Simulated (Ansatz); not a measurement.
**What KTaSe3 (built on the sites of a database entry of KTaO3) distorts into**

Wanted: the energy along a soft mode of KTaSe3 (built on the sites of a database entry of KTaO3) and the structure at the end.

Main program and level: Ansatz 0.2.0; DFT LDA, scalar-relativistic, plane waves, PAW.

The structure was built from a prototype and need not be the compound's stable phase.

## 1. The structure

It takes space group Pm-3m (No. 221, cubic). The conventional cell has a = 4.998 Å, b = 4.998 Å, c = 4.998 Å, α = 90.00°, β = 90.00°, γ = 90.00°. Nearest to K lie 12 Se at 3.53 Å. Nearest to Ta lie 6 Se at 2.50 Å. Se has 2 Ta at 2.50 Å and 4 K at 3.53 Å nearest. Farther neighbours and most contacts between anions are not listed.

## 2. Response at finite wavevector

The cell comes from relaxations at this level that are not shown. Stability and thermal properties need the whole zone. Linear response on a 2×2×2 q mesh gives force constants as far as a supercell of that size would.

The input, input.yaml:

```yaml
crystal:
  lattice:
    - [4.9981413134, 0.0, 0.0]
    - [0.0, 4.9981413134, 0.0]
    - [0.0, 0.0, 4.9981413134]
  atoms:
    - { symbol: K, position: [0.5, 0.5, 0.5] }
    - { symbol: Ta, position: [0.0, 0.0, 0.0] }
    - { symbol: Se, position: [0.5, 0.0, 0.0] }
    - { symbol: Se, position: [0.0, 0.5, 0.0] }
    - { symbol: Se, position: [0.0, 0.0, 0.5] }
kpoints:
  mp_grid: { grid: [6, 6, 6] }
hamiltonian:
  xc: lda
scf:
  occupations: { method: methfessel_paxton, width: 0.15 }
output:
  eigenvalues: true
phonons:
  method: dfpt
  qmesh: [2, 2, 2]
  temperatures: { t_max: 1000, t_step: 50 }
  qpath:
    path:
      - [[0.0, 0.0, 0.0], [0.0, 0.5, 0.0], [0.5, 0.5, 0.0], [0.0, 0.0, 0.0], [0.5, 0.5, 0.5], [0.0, 0.5, 0.0]]
      - [[0.5, 0.5, 0.5], [0.5, 0.5, 0.0]]
    npoints: 10
```

The run is started by

```
> ansatz run input.yaml --threads 8 --pin off --max-ram 14336MiB --backend cpu --events-out ev --progress --plain --runs-dir out
```

Numbers of over 12 decimals in the logs are rounded to 6 here.

What it wrote:

```text
Engine: ansatz 0.2.0, x86_64-unknown-linux-gnu
Pseudopotentials: kind: paw
Pseudopotential: K, paw, valence charge 9, recommended cutoff 420 eV (normal), K.paw.azcp
Pseudopotential: Ta, paw, valence charge 13, recommended cutoff 420 eV (normal), Ta.paw.azcp
Pseudopotential: Se, paw, valence charge 16, recommended cutoff 420 eV (normal), Se.paw.azcp
Functional definition: SPW92
  exchange = slater_x
  correlation = pw_c
Crystal: 5 atoms, lattice volume = 124.861 Å³
Basis set: ecut = 420 eV, 2469 PW (Γ), exchange–correlation on 72×72×72 points (8 copies of the dense FFT grid, shifted against one another)
Bands: 42, of which v1, the nominal top of the filled ones, is band 35 counted from 1 (34 counted from 0)
Symmetry: 48 space group operations
k-points: 20 of 216
Non-local potential: K, projectors of the file, l = 0: 3, l = 1: 2, l = 2: 2
Non-local potential: Ta, projectors of the file, l = 0: 3, l = 1: 2, l = 2: 2, l = 3: 1
Non-local potential: Se, projectors of the file, l = 0: 2, l = 1: 2, l = 2: 3, l = 3: 1
PAW form: soft (Blöchl's): semilocal exchange-correlation on the pseudo side does not see the compensation charge
PAW frozen core: K, regenerated for the run's functional, and the local potential with it (the file was generated under x = pbe(κ = 0.804, μ = 0.219515), c = pbe(β = 0.066725))
PAW frozen core: Ta, regenerated for the run's functional, and the local potential with it (the file was generated under x = pbe(κ = 0.804, μ = 0.219515), c = pbe(β = 0.066725))
PAW frozen core: Se, regenerated for the run's functional, and the local potential with it (the file was generated under x = pbe(κ = 0.804, μ = 0.219515), c = pbe(β = 0.066725))
PAW one-centre angular grid: K, 110 points (default); XC on 64 Gauss nodes
PAW one-centre angular grid: Ta, 590 points (default); XC on 64 Gauss nodes
PAW one-centre angular grid: Se, 590 points (default); XC on 64 Gauss nodes
Initial density: superposition of atomic densities (neutral atoms: chi_scale 0, normalization atom), corrected by the library's trained network
Initial wavefunctions: pseudopotential atomic-orbital guess
Functional: x = slater, c = lda
SCF iter   1: F=—  HF=-27332.562336 eV  |F-HF|=—  |Δ(HF+E_count)|=         —  Δρ=5.05e-3  dr2=2.08e-2  ethr=1.77e-3  ⟨swp⟩=6.9  Hψ=3155  notcnv=0
preconditioner: auto → Resta (q_TF=auto, 2.477 Å⁻¹)  ε∞=4.2  [insulator: Δε(μ)=0.262 eV  Ē_g=10.137 eV  σ=0.150 eV  W_gap=0.79  n_scr=26 (ndim 8)  ℏωp=18.2 eV  f_vac=0.050  D(μ)=0.60/eV (n_scr^D=0)  ε∞_Penn≈4.2]
SCF iter   2: F=—  HF=-27332.559732 eV  |F-HF|=—  |Δ(HF+E_count)|=   2.60e-3  S|Δr|=    0.00e0  Δρ=2.76e-3  dr2=4.77e-3  ethr=2.97e-5  ⟨swp⟩=2.7  Hψ=1544  notcnv=0
SCF iter   3: F=—  HF=-27332.559103 eV  |F-HF|=—  |Δ(HF+E_count)|=   6.29e-4  S|Δr|=    0.00e0  Δρ=1.07e-3  dr2=1.31e-3  ethr=6.82e-6  ⟨swp⟩=2.4  Hψ=1452  notcnv=0
SCF iter   4: F=—  HF=-27332.558946 eV  |F-HF|=—  |Δ(HF+E_count)|=   1.57e-4  S|Δr|=    0.00e0  Δρ=1.75e-4  dr2=7.92e-5  ethr=1.88e-6  ⟨swp⟩=2.0  Hψ=883  notcnv=0
SCF iter   5: F=—  HF=-27332.558945 eV  |F-HF|=—  |Δ(HF+E_count)|=   9.06e-7  S|Δr|=    0.00e0  Δρ=4.62e-5  dr2=4.44e-6  ethr=1.13e-7  ⟨swp⟩=2.0  Hψ=1005  notcnv=0
SCF iter   6: F=—  HF=-27332.558942 eV  |F-HF|=—  |Δ(HF+E_count)|=   2.72e-6  S|Δr|=    0.00e0  Δρ=1.63e-5  dr2=4.38e-7  ethr=6.34e-9  ⟨swp⟩=2.0  Hψ=1481  notcnv=0
SCF iter   7: F=—  HF=-27332.558942 eV  |F-HF|=—  |Δ(HF+E_count)|=   1.61e-7  S|Δr|=    0.00e0  Δρ=5.46e-6  dr2=4.45e-8  ethr=6.26e-10  ⟨swp⟩=2.0  Hψ=1480  notcnv=0
SCF iter   8: F=—  HF=-27332.558942 eV  |F-HF|=—  |Δ(HF+E_count)|=   2.42e-8  S|Δr|=    0.00e0  Δρ=1.49e-6  dr2=2.18e-9  ethr=6.35e-11  ⟨swp⟩=2.0  Hψ=1480  notcnv=0
SCF iter   9: F=—  HF=-27332.558942 eV  |F-HF|=—  |Δ(HF+E_count)|=  1.46e-11  S|Δr|=    0.00e0  Δρ=1.79e-7  dr2=4.14e-11  ethr=3.12e-12  ⟨swp⟩=2.0  Hψ=1056  notcnv=0
SCF iter  10: F=-27332.558942 eV  HF=-27332.558942 eV  |F-HF|=3.64e-12  |Δ(HF+E_count)|=  3.64e-12  S|Δr|=    0.00e0  Δρ=3.82e-8  dr2=2.36e-12  ethr=1.00e-12  ⟨swp⟩=8.6  Hψ=4195  notcnv=0
SCF 1 converged in 10 iterations: F = -27332.558942 eV  dr2 = 2.36e-12
  greatest PAW one-centre occupation: 1.000 electrons in one spin orbital (limit 2), on the Ta atom at site 1 (counted from 0), in its partial waves of l = 0
Initial density: read from a saved state, or passed on in memory by an earlier SCF of this step, an earlier step, the calling program or the single point that the run made first
iter 1 solved again at ethr=2.02e-7 eV; its pass at ethr=3.10e-3 eV (dr2=1.41e-4 eV) is discarded
SCF iter   1: F=—  HF=-27332.558945 eV  |F-HF|=—  |Δ(HF+E_count)|=         —  Δρ=5.49e-7  dr2=1.67e-10  ethr=2.02e-7  ⟨swp⟩=3.0  Hψ=5116  notcnv=0
eigensolver tolerance schedule: the retry pair's looser diagonalisation over-reported the residual by 844023.13 of it (diagonalisation noise at an unbounded share of the residual, at the tolerance the schedule requests for it); recorded, not acted on — ethr = c·dr2/N_el stays at c = 1.0e-1
preconditioner: auto → Resta (q_TF=auto, 2.477 Å⁻¹)  ε∞=4.2  [insulator: Δε(μ)=0.261 eV  Ē_g=10.168 eV  σ=0.150 eV  W_gap=0.79  n_scr=26 (ndim 8)  ℏωp=18.2 eV  f_vac=0.043  D(μ)=0.38/eV (n_scr^D=0)  ε∞_Penn≈4.2]
SCF iter   2: F=—  HF=-27332.558942 eV  |F-HF|=—  |Δ(HF+E_count)|=   2.61e-6  S|Δr|=    0.00e0  Δρ=2.72e-7  dr2=8.04e-11  ethr=1.00e-12  ⟨swp⟩=3.8  Hψ=2308  notcnv=0
SCF iter   3: F=—  HF=-27332.558942 eV  |F-HF|=—  |Δ(HF+E_count)|=  4.37e-11  S|Δr|=    0.00e0  Δρ=1.76e-7  dr2=1.87e-11  ethr=1.00e-12  ⟨swp⟩=1.0  Hψ=840  notcnv=0
SCF iter   4: F=-27332.558942 eV  HF=-27332.558942 eV  |F-HF|=7.28e-12  |Δ(HF+E_count)|=  7.28e-12  S|Δr|=    0.00e0  Δρ=1.19e-7  dr2=7.90e-12  ethr=1.00e-12  ⟨swp⟩=4.2  Hψ=2185  notcnv=0
SCF 2 converged in 4 iterations: F = -27332.558942 eV  dr2 = 7.90e-12
phonons: the bands overlap, so this run is a metal and interpolates without the dipole-dipole term. If the crystal is really an insulator or semiconductor, its LO-TO splitting is missing
NSCF: frozen V_eff on 20 k-points
NSCF: frozen V_eff on 64 k-points
DFPT response loops at q = (0, 0, 0) (fractional): preconditioner auto → Kerker (q_TF=auto, 2.477 Å⁻¹) (partly filled bands, converged f_vac=0.043); β = 1.00, the filter's whole step (`scf.mixing.beta` (0.50) is not read by the response loops under this deck's `scf.mixing.preconditioner`; to damp them name `kerker` or `kerker_dos`, under which they read `scf.mixing.beta`, and type it under 1.00, their step now; both keys bind the ground state too); Broyden in place of MSR1
NSCF: frozen V_eff on 128 k-points
DFPT response loops at q = (0, 0, -0.5) (fractional): mixed as the last ones told, above
NSCF: frozen V_eff on 128 k-points
DFPT response loops at q = (0, -0.5, -0.5) (fractional): mixed as the last ones told, above
NSCF: frozen V_eff on 128 k-points
DFPT response loops at q = (-0.5, -0.5, -0.5) (fractional): mixed as the last ones told, above
SCF converged after 10 iterations
Stability not checked: this state was not tested for a lower state beside it, because cold or Methfessel-Paxton smearing, or corrected tetrahedra, fill the levels in a way that the test cannot read (fill_not_monotonic; see scf.lower_state_search)
Free energy (F): -27332.558942 eV
Harris-Foulkes:  -27332.558942 eV  (|F-HF|=3.64e-12)
Internal energy: -27332.566350 eV  (E = F + TS)
E sigma→0 (E₀):  -27332.560794 eV
Entropy (-TS):   0.007408 eV (1.482 meV/atom)
Fermi energy:    8.671122 eV
Step filling:    the computed levels leave a gap of 0.2614 eV = 1.7 smearing widths at the electron count; against every level under it full and every level over it empty, smearing changes F+E_penalty+E_count by +2.296 meV and its σ→0 estimate by +0.445 meV
--- Per-component energies (eV) ---
  E_band       = -1450.006868
  E_kinetic    = 981.051639
  E_local      = -9345.679454  (includes V_loc(G=0)·N_el)
  E_nonlocal   = -1734.220485
  E_hartree    = 4409.706466
  E_xc         = -662.426773
  E_vxc        = -665.441628  (∫ρ·V_xc dr)
  E_paw        = -14370.799676  (= ΣΔE_a)
  E_vpaw       = 494.871909  (= ΣTr[D̂ρ^β])
  E_aug_tail   = -0.001753  (compensation charges beyond the density's cutoff)
  E_ewald      = -6617.364804
  E_core_change = 7.168490  (= ΣΔE_core)
  E_smearing   = 0.007408  (= −TS)
  E_closure    = -0.000000  (closes the sum)
  Σ components = -27332.558942   (vs F -27332.558942, Δ=0.00e0)
--- Band table (eV; the first three rows and the last of 20) ---
  k-point 0: bands = [... 31 lower, 7.2655, 7.6500, 7.6500, 7.6500, 8.0642, 8.0642, 8.0642, 10.0378, ... 3 higher]
  k-point 1: bands = [... 31 lower, 7.0792, 7.0850, 7.6658, 7.7619, 7.7619, 8.8866, 8.8866, 10.0599, ... 3 higher]
  k-point 2: bands = [... 31 lower, 6.1152, 6.7750, 7.6982, 7.7387, 7.7387, 10.0052, 10.0052, 10.0891, ... 3 higher]
  k-point 19: bands = [... 31 lower, 3.9303, 8.7858, 8.7858, 8.7858, 10.7367, 10.7367, 10.7367, 11.8400, ... 3 higher]
--- Phonons (Γ-DFPT): 4 representative perturbations + reference (Σ response iterations 12) ---
  ASR residual: 2.393e-5 → 0.000e0 eV/Å²; symmetrization residual: 1.052e-5 eV/Å²
  ASR residual per site (eV/Å²): 1.79e-5 2.39e-5 8.77e-6 8.77e-6 8.77e-6
  Γ frequencies (cm⁻¹): 0.00 0.00 0.00 51.97 51.97 51.97 70.83 70.83 70.83 81.21 81.21 81.21 232.20 232.20 232.20
--- Phonons (arbitrary-q DFPT): 4 irreducible q on the 2×2×2 mesh ---
  q = [0.0000, 0.0000, 0.0000] (star 1, of the zone-centre solve; hermiticity 1.66e-6, symmetrization 4.13e-12): -0.00 0.00 0.00 51.97 51.97 51.97 70.83 70.83 70.83 81.21 81.21 81.21 232.20 232.20 232.20
  q = [0.0000, 0.0000, -0.5000] (star 3, 9 solved perturbations in 504 linear systems a pass and spin channel, the states on 64 of 216 k-point pairs; hermiticity 7.67e-7, symmetrization 2.50e-12): 14.40 14.40 66.57 66.57 66.65 66.65 82.05 83.65 93.69 95.18 95.18 152.79 230.49 230.49 270.04
  q = [0.0000, -0.5000, -0.5000] (star 3, 9 solved perturbations in 504 linear systems a pass and spin channel, the states on 64 of 216 k-point pairs; hermiticity 1.04e-6, symmetrization 9.59e-13): -49.10 -20.12 66.14 66.14 71.05 91.97 91.97 94.30 94.30 129.33 154.71 154.71 158.28 229.09 287.64
  q = [-0.5000, -0.5000, -0.5000] (star 1, 4 solved perturbations in 184 linear systems a pass and spin channel, the states on 64 of 216 k-point pairs; hermiticity 7.33e-8, symmetrization 4.87e-12): -50.87 -50.87 -50.87 70.89 70.89 70.89 95.94 95.94 130.27 130.27 130.27 155.96 155.96 155.96 303.54
  sum rule: each row above includes the acoustic sum rule's correction from the zone centre's row sums; it moved no ω² by more than (0.35 cm⁻¹)²
  mesh force constants: q→R imaginary residual 2.11e-18; ASR residual 2.393e-5 → 0.000e0 eV/Å²; symmetrization residual 5.329e-15 eV/Å²
  interpolated dispersion: 62 rows × 15 modes
  density of states and harmonic sums: on the 14×14×14 q-mesh, interpolated from the force constants of a 2×2×2 supercell (no non-analytic term)
  largest difference from the sums on the solved wave vectors: F 2.57e-1 eV, S 3.49e-4 and C_V 9.18e-5 eV/K
  zero-point energy: 0.101929 eV/cell   skipped modes (ω ≤ 0): 73, of them read as no rigid motion or as one in doubt: 70 (4.362e-1 modes/cell left out, lowest -50.87 cm⁻¹)   left out of the sums: 2.92e-2 of the cell's modes: C_V's classical limit lies that fraction below 3 k_B per atom; for a crystal, a wire or a layer, F and S can be off by more, and a phonons.interpolated_qmesh denser along its periods is the remedy for the sampling
```

The job ended after 39 s (8 threads of AMD EPYC 9R45 (Zen 5), shared host; peak memory 1.4 GiB; 4.5 min of CPU time).

Numbers from this step:

```yaml
volume_per_atom: 24.97 Å³
gap_on_the_k_mesh: 0 eV
sum_rule_residual_before_enforcement: 2.39e-5 eV/Å²
lowest_frequency_on_the_path: -50.87 cm⁻¹
point_group: m-3m
highest_frequency_on_the_path_or_at_a_solved_wavevector: 303.5 cm⁻¹
highest_optical_mode_at_the_zone_centre_no_lo_to_term: 232.2 cm⁻¹
lowest_optical_zone_centre_mode: 51.97 cm⁻¹
lowest_mode_on_the_q_mesh_acoustic_modes_at_gamma_apart: -50.87 cm⁻¹
```

Frequencies (cm⁻¹) solved at each irreducible wavevector; negative means imaginary. Frequencies by wavevector, by row:

| q in reciprocal lattice units | star | mode 1 | mode 2 | mode 3 | mode 4 | mode 13 | mode 14 | mode 15 |
| --- | --- | --- | --- | --- | --- | --- | --- | --- |
| 0 0 0 | 1 | 0 | 0 | 0 | 52 | 232.2 | 232.2 | 232.2 |
| 0 0 -0.5 | 3 | 14.4 | 14.4 | 66.6 | 66.6 | 230.5 | 230.5 | 270 |
| 0 -0.5 -0.5 | 3 | -49.1 | -20.1 | 66.1 | 66.1 | 158.3 | 229.1 | 287.6 |
| -0.5 -0.5 -0.5 | 1 | -50.9 | -50.9 | -50.9 | 70.9 | 156 | 156 | 303.5 |

Interpolated from a 2×2×2 q mesh. The phonon branches at the labelled points (cm⁻¹):

```csv
point,branch 1,branch 2,branch 3,branch 4,branch 12,branch 13,branch 14,branch 15
Γ,0,0,0,52,81,232,232,232
halfway,18,18,56,56,115,231,231,250
X,14,14,67,67,153,230,230,270
halfway,-6,28,60,68,154,197,230,281
M,-49,-20,66,66,155,158,229,288
halfway,16,32,62,62,119,213,231,268
Γ,0,0,0,52,81,232,232,232
halfway,32,32,46,70,120,204,204,284
R,-51,-51,-51,71,156,156,156,304
halfway,25,32,38,66,155,179,194,294
X,14,14,67,67,153,230,230,270
jump to R,-51,-51,-51,71,156,156,156,304
halfway,-50,30,30,70,155,155,177,300
M,-49,-20,66,66,155,158,229,288
```

Symmetry leaves 4 wavevectors to solve. The lowest mode among them, the acoustic zeros apart, lies at q = (-0.5, -0.5, -0.5) and is imaginary, 50.9i cm⁻¹, so the energy falls along it.

## 3. The mode frozen in, largest atomic shift 0 Å

The mode followed lies at q = (0, -0.5, -0.5) with frequency 49.1i cm⁻¹, one of the unstable modes though not the softest. At small amplitude the distorted cell has space group no. 127 by a symmetry search on the positions. The undistorted cell that holds it gives the zero of energy on the same k mesh.

System of this step: KTaSe3 (built on the sites of a database entry of KTaO3). It takes space group Pm-3m (No. 221, cubic). The conventional cell has a = 4.998 Å, b = 4.998 Å, c = 4.998 Å, α = 90.00°, β = 90.00°, γ = 90.00°. Nearest to K lie 12 Se at 3.53 Å. Ta has 6 Se at 2.50 Å nearest. Nearest to Se lie 2 Ta at 2.50 Å and 4 K at 3.53 Å. Nearest to Se lie 2 Ta at 2.50 Å and 4 K at 3.53 Å. Farther neighbours and most contacts between anions are not listed.

The input, input.yaml:

```yaml
crystal:
  lattice:
    - [-4.9981413134, 0.0, 0.0]
    - [0.0, -4.9981413134, -4.9981413134]
    - [0.0, -4.9981413134, 4.9981413134]
  atoms:
    - { symbol: K, position: [0.5, 0.0, 0.5] }
    - { symbol: K, position: [0.5, 0.5, 0.0] }
    - { symbol: Ta, position: [1.0, 0.5, 0.5] }
    - { symbol: Ta, position: [1.0, 1.0, 1.0] }
    - { symbol: Se, position: [0.5, 0.0, 0.0] }
    - { symbol: Se, position: [0.5, 0.5, 0.5] }
    - { symbol: Se, position: [1.0, 0.25, 0.25] }
    - { symbol: Se, position: [1.0, 0.75, 0.75] }
    - { symbol: Se, position: [1.0, 0.75, 0.25] }
    - { symbol: Se, position: [1.0, 0.25, 0.75] }
kpoints:
  mp_grid: { grid: [6, 4, 4] }
hamiltonian:
  xc: lda
scf:
  occupations: { method: methfessel_paxton, width: 0.15 }
output:
  forces: true
  stress: true
  eigenvalues: true
```

What it wrote:

```text
[...]
Crystal: 10 atoms, lattice volume = 249.721 Å³
Basis set: ecut = 420 eV, 4933 PW (Γ)
Bands: 84, of which v1, the nominal top of the filled ones, is band 70 counted from 1 (69 counted from 0)
Symmetry: 32 space group operations
[...]
k-points: 24 of 96
[...]
k-point 0: bands = [... 66 lower, 7.6659, 7.6673, 7.6673, 8.0619, 8.0652, 8.0652, 8.7215, 10.0561, ... 10 higher]
  k-point 1: bands = [... 66 lower, 7.2543, 7.2640, 7.5516, 8.3562, 8.5135, 8.6595, 8.6863, 10.1809, ... 10 higher]
  k-point 2: bands = [... 66 lower, 6.8030, 6.8030, 7.7354, 7.7354, 9.4639, 9.4639, 9.4902, 9.4902, ... 10 higher]
  k-point 23: bands = [... 66 lower, 6.4252, 6.4252, 8.7117, 8.7117, 10.4891, 10.4891, 10.4929, 10.4929, ... 10 higher]
[key lines of the parts left out:]
SCF converged after 6 iterations
Free energy (F): -54665.073065 eV
Fermi energy:    8.547383 eV
P = ⅓ Tr σ = 0.0227 GPa (0.227 kbar)
```

The job ended after 1.3 s (8 threads; peak memory 1.3 GiB).

Numbers from this step:

| Quantity | Value |
| --- | --- |
| pressure | 0.02270 GPa |
| energy from the undistorted cell | 0 meV/atom |

The run ends at a pressure of 0.02 GPa.

## 4. The mode frozen in, largest atomic shift 0.45 Å

The atoms are moved along the unstable eigenvector, the largest shift by 0.45 Å, with the cell fixed.

input.yaml, the sections that differ from step 3:

```yaml
crystal:
  lattice:
    - [-4.9981413134, 0.0, 0.0]
    - [0.0, -4.9981413134, -4.9981413134]
    - [0.0, -4.9981413134, 4.9981413134]
  atoms:
    - { symbol: K, position: [0.5, 0.0, 0.5] }
    - { symbol: K, position: [0.5, 0.5, 0.0] }
    - { symbol: Ta, position: [1.0, 0.5, 0.5] }
    - { symbol: Ta, position: [1.0, 1.0, 1.0] }
    - { symbol: Se, position: [0.5, 0.0, 0.0] }
    - { symbol: Se, position: [0.5, 0.5, 0.5] }
    - { symbol: Se, position: [1.0, 0.2049832656, 0.2950167344] }
    - { symbol: Se, position: [1.0, 0.7950167344, 0.7049832656] }
    - { symbol: Se, position: [1.0, 0.7049832656, 0.2049832656] }
    - { symbol: Se, position: [1.0, 0.2950167344, 0.7950167344] }
# kpoints, hamiltonian, scf, output: as in step 3
```

What it wrote:

```text
[...]
Crystal: 10 atoms, lattice volume = 249.721 Å³
Basis set: ecut = 420 eV, 4933 PW (Γ)
Bands: 84, of which v1, the nominal top of the filled ones, is band 70 counted from 1 (69 counted from 0)
Symmetry: 16 space group operations
[...]
k-points: 24 of 96
[...]
k-point 0: bands = [... 66 lower, 7.5831, 7.6565, 7.6565, 7.8299, 7.9484, 8.0815, 8.0815, 9.4631, ... 7 higher]
  k-point 1: bands = [... 66 lower, 7.1202, 7.2054, 7.6329, 7.8836, 8.4224, 8.5525, 8.7836, 9.9423, ... 7 higher]
  k-point 2: bands = [... 66 lower, 6.7339, 6.7339, 7.7111, 7.7111, 9.2641, 9.2641, 9.3501, 9.3501, ... 7 higher]
  k-point 23: bands = [... 66 lower, 6.4967, 6.4967, 8.4950, 8.4950, 9.6083, 9.6083, 10.4466, 10.4466, ... 7 higher]
[key lines of the parts left out:]
SCF converged after 8 iterations
Free energy (F): -54665.242706 eV
Fermi energy:    8.348787 eV
P = ⅓ Tr σ = -1.3734 GPa (-13.734 kbar)
```

Run time: 1.6 s. Hardware: 8 threads; peak memory 1.3 GiB; 10 s of CPU time.

This step gave:

```yaml
pressure: -1.373 GPa
energy_from_the_undistorted_cell: -16.94 meV/atom
```

The energy, extrapolated to zero smearing, is -16.94 meV/atom against the undistorted cell.

The run ends at a pressure of -1.37 GPa, with forces up to 0.034 eV/Å.

## 5. Energy along the mode, all amplitudes (two of the runs are shown above)

An imaginary frequency means negative curvature, so the energy should fall and then rise again as anharmonic terms take over.

Numbers from this step:

```yaml
depth_at_the_lowest_point_sampled: 16.94 meV/atom
largest_atomic_shift_at_that_point: 0.45 Å
```

Energy from the parent against largest atomic shift:

```
largest atomic shift (Å)  energy from the parent (meV/atom)
                   0.000                                  0
                   0.040                             -0.195
                   0.080                             -0.758
                   0.140                              -2.23
                   0.220                              -5.69
                   0.320                              -11.8
                   0.450                              -16.9
                   0.600                              -12.0
```

Displacement at unit largest shift by atom:

| atom | x (Å) | y (Å) | z (Å) | size |
| --- | --- | --- | --- | --- |
| K1 | 0.00 | 0.00 | 0.00 | 0.00 |
| K2 | 0.00 | 0.00 | 0.00 | 0.00 |
| Ta3 | 0.00 | 0.00 | 0.00 | 0.00 |
| Ta4 | 0.00 | 0.00 | 0.00 | 0.00 |
| Se5 | 0.00 | 0.00 | 0.00 | 0.00 |
| Se6 | 0.00 | 0.00 | 0.00 | 0.00 |
| Se7 | 0.00 | 0.00 | 1.00 | 1.00 |
| Se8 | 0.00 | 0.00 | -1.00 | 1.00 |
| Se9 | 0.00 | 1.00 | 0.00 | 1.00 |
| Se10 | 0.00 | -1.00 | 0.00 | 1.00 |

The lowest of the steps tried is at 0.45 Å, 16.9 meV/atom below the parent; the bottom of the well need not coincide with a step.

[end of part 1 of 2]

[Logs are printed without paths, hosts, clocks, repeated set-up lines and the standing remarks that a program may print on its own settings, such as how far it seeks lower states.]

[Hosts, paths, dates, database ids (printed as entryN), source tags and the programs' standing remarks are cut or masked in the printed files.]
